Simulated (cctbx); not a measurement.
**Which space group?**

Cell: a = 3.9220 Å, b = 4.2580 Å, c = 25.1430 Å, α = 90.00°, β = 90.00°, γ = 90.00°. Expected content of the cell: Sm6 Nd2 Si10.

The data are simulated with cctbx, not measured: Cu Kα, λ = 1.54184 Å, to d = 0.83 Å, 50 % of the full sphere, strongest reflection 5000 counts, noise from counting, a 4 % proportional error and a noise floor of 4 counts (s.d.); no absorption.

A first pass over the reflections prints:

```text
1516 reflections to d = 0.830 A
centring   violations  <I/sigma> of those
    A          0 of   757      0.0
    B        279 of   754      5.0
    C        279 of   747      5.0
    I        286 of   754      5.3
    R        364 of   989      5.0
    F        279 of  1129      3.3
Laue class    unique    Rint  (classes that these axes allow; Friedel mates merged)
A 1 2/m 1         380   0.045
A 1 1 2/m         357   0.045
A m m m           243   0.049
space group    extra absences  I>4sigma  <I/sigma>
A 21 2 2                2          0       1.5  acentric
A 2 2 2                 0          0         -  acentric
A 2 m m                 0          0         -  acentric
A m m 2                 0          0         -  acentric
A m 2 m                 0          0         -  acentric
A m m m                 0          0         -  centric
Wilson B = 1.17 A^2   <|E^2-1|> = 0.926 (0.968 centric, 0.736 acentric)   E^2>4: 2.9 %
shell (A)         n   <I/sigma>
12.57 - 1.66     38     16.5
 1.66 - 1.32     29     17.1
 1.32 - 1.15     32     17.4
 1.15 - 1.05     34     15.1
 1.05 - 0.97     27     11.4
 0.97 - 0.91     30     13.4
 0.91 - 0.87     28     13.9
 0.87 - 0.83     25     11.9
```

Q: Read the symmetry from these tables.

The reflections that A centring forbids are absent (⟨I/σ⟩ near 0), so the lattice is A.

Rint stays low (0.045 to 0.049) up to A m m m, the highest class in these axes.

6 settings pass the absence test. The most absences obeyed, 2, belong to A 21 2 2 alone.

⟨|E²−1|⟩ = 0.926 leans to a centrosymmetric structure. Here that hint misleads: the statistic assumes many like atoms on general positions, and few, heavy or special-position atoms break it. The Wilson B of 1.17 Å² means U ≈ 0.0148 Å².

The true group is Amm2 (no. 38), Laue class mmm, non-centrosymmetric. It passes the tests but isn't the first choice, because the arrangement of the atoms makes further classes of reflections very weak or absent.

This is a model crystal, built by substitution and not relaxed, with assumed displacement parameters.

[Logs are printed without paths, hosts, clocks, repeated set-up lines and the standing remarks that a program may print on its own settings, such as how far it seeks lower states.]
